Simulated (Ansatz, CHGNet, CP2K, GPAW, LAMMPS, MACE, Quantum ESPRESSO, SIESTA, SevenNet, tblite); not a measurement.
**Other levels on liquid Al48Cu52 (at. %) at 1200 K (61 atoms)**

Density of this cell: 4.84 g/cm³. The cell holds 61 atoms: 29 Al and 32 Cu. Its edges and angles: a = 9.888 Å, b = 9.888 Å, c = 9.888 Å, α = 90.0°, β = 90.0°, γ = 90.0°. 61 atoms (29 Al, 32 Cu) placed at random at 4.85 g/cm³, melted at 1800 K for 10 ps at fixed volume with the EAM Al-Cu potential (Cai and Ye, Phys. Rev. B 54, 8398 (1996)). Snapshot at the end of a hold of 10 ps at 1200 K and zero pressure.

Geometry: as built.

The reference, a calculation:

| Item | Value |
| --- | --- |
| method | Kohn-Sham DFT, PBE, SSSP efficiency 1.3.0 pseudopotentials, plane waves (Quantum ESPRESSO 7.5); sssp-pbe-1.3.0-efficiency, cutoffs 60/480 Ry, Γ point |
| r.m.s. force component | 0.7402 eV/Å |
| longest force | 3.207 eV/Å |
| pressure | -3.413 GPa |
| time | 2.9 min on 4 MPI ranks of Arm Neoverse V2, shared host |
| CPU time | 12 min |

In doubt: a PseudoDojo file used here is known to give poor structures and forces (SIESTA), which bears on pressures, cells, forces and phonons.

**Question.** The same geometry is run in other programs. How far does each lie from the reference, and what does it cost?
- GPAW PBE, LCAO dzp, h 0.2 Å (GPAW 26.7.0; 1 thread)
- GPAW PBE, LCAO dzp, h 0.2 Å, other mixer settings (GPAW 26.7.0; 1 thread)
- CHGNet 0.3.0 potential (CHGNet 0.3.0; 1 thread)
- CP2K PBE, DZVP-UZH, 280/50 Ry, diagonalisation (CP2K 2026.2; 4 MPI ranks)
- SIESTA PBE, DZP, shift 0.01 Ry, mesh 500 Ry (SIESTA 5.4.2; 2 MPI ranks)
- CP2K PBE, DZVP-UZH, 800/50 Ry, diagonalisation (CP2K 2026.2; 4 MPI ranks)
- SIESTA PBE, DZP, shift 0.01 Ry, mesh 700 Ry (SIESTA 5.4.2; 4 MPI ranks)
- tblite GFN1-xTB (tblite 0.8.0; 1 thread)
- SIESTA PBE, TZP, shift 0.01 Ry, mesh 500 Ry (SIESTA 5.4.2; 4 MPI ranks)
- MACE MPA-0 medium potential (MACE MPA-0 medium; 1 thread)

Differences are against the plane-wave reference, forces as r.m.s. over components; share is that over the reference's r.m.s. force, slope the least-squares factor from reference forces to these. Total energies of different programs have different zeros and aren't compared.

| run | Δ force, r.m.s. (meV/Å) | share (%) | slope | Δ pressure (GPa) | cores | CPU time | memory (GiB) |
| --- | --- | --- | --- | --- | --- | --- | --- |
| reference | - | - | - | - | 4 | 12 min | 3.4 |
| GPAW PBE, LCAO dzp, h 0.2 Å | 45.1 | 6.09 | 1.038 | - | 1 | 4.6 min | 1.3 |
| GPAW PBE, LCAO dzp, h 0.2 Å, other mixer settings | 45.3 | 6.12 | 1.037 | - | 1 | 5.9 min | 1.2 |
| CHGNet 0.3.0 potential | 191 | 25.8 | 1.031 | -1.89 | 1 | 3.3 s | 0.93 |
| CP2K PBE, DZVP-UZH, 280/50 Ry, diagonalisation (coarse) | 911 | 123 | 1.078 | 2.36 | 4 | 13 min | 3.5 |
| SIESTA PBE, DZP, shift 0.01 Ry, mesh 500 Ry | 74.6 | 10.1 | 1.061 | -1.26 | 2 | 16 min | 2.7 |
| CP2K PBE, DZVP-UZH, 800/50 Ry, diagonalisation | 24.5 | 3.31 | 1.010 | 0.335 | 4 | 15 min | 7.0 |
| SIESTA PBE, DZP, shift 0.01 Ry, mesh 700 Ry | 74.6 | 10.1 | 1.061 | -1.26 | 4 | 22 min | 4.0 |
| tblite GFN1-xTB | 585 | 79.1 | 0.900 | 19.3 | 1 | 6.1 s | 0.13 |
| SIESTA PBE, TZP, shift 0.01 Ry, mesh 500 Ry | 63.2 | 8.53 | 1.055 | -1.39 | 4 | 22 min | 3.6 |
| MACE MPA-0 medium potential | 146 | 19.7 | 1.003 | -0.275 | 1 | 6.8 s | 0.85 |

Rows marked coarse were listed beforehand as settings not expected to be converged; some can still land near the reference.

Times of the machine-learned potentials are mostly Python's start and the loading of weights.

CPU time is summed over cores on a shared host, where runs went side by side, so it is rough. Symmetry, cutoffs, thresholds, outputs and thread counts weren't matched or tuned between programs; memory under MPI is the largest rank's times the ranks.

The PBE runs in local orbitals, coarse settings apart, differ by 3.3 % (CP2K PBE, DZVP-UZH, 800/50 Ry, diagonalisation) to 10 % (SIESTA PBE, DZP, shift 0.01 Ry, mesh 500 Ry); basis, grid and potentials can all enter. Tight binding differs by 79 % (tblite GFN1-xTB); it is another model, with fitted parameters of its own, and the xTB methods hold dispersion. Machine-learned potentials differ by 20 % (MACE MPA-0 medium potential) to 26 % (CHGNet 0.3.0 potential); they were trained on other programs' data. Runs with settings chosen to be coarse differ by 123 % (CP2K PBE, DZVP-UZH, 280/50 Ry, diagonalisation), their programs' other errors included. Periodic xTB results under one method name differ between programs and library versions. The electron count is odd in these runs, and they have no spin polarisation, so the unpaired electron is spread evenly over both spins. Machine-learned potentials mimic data converged in k, so the reference's own k-point error enters their differences. The network of bonds at the start is that of the classical potential that made the cell, and needn't be the one that DFT or experiment would give. The electronic-structure runs sample only Γ, in a cell whose shortest periodic width is 10 Å, which is coarse for a cell with partly filled levels.

[Hosts, paths, dates, database ids (printed as entryN), source tags and the programs' standing remarks are cut or masked in the printed files.]
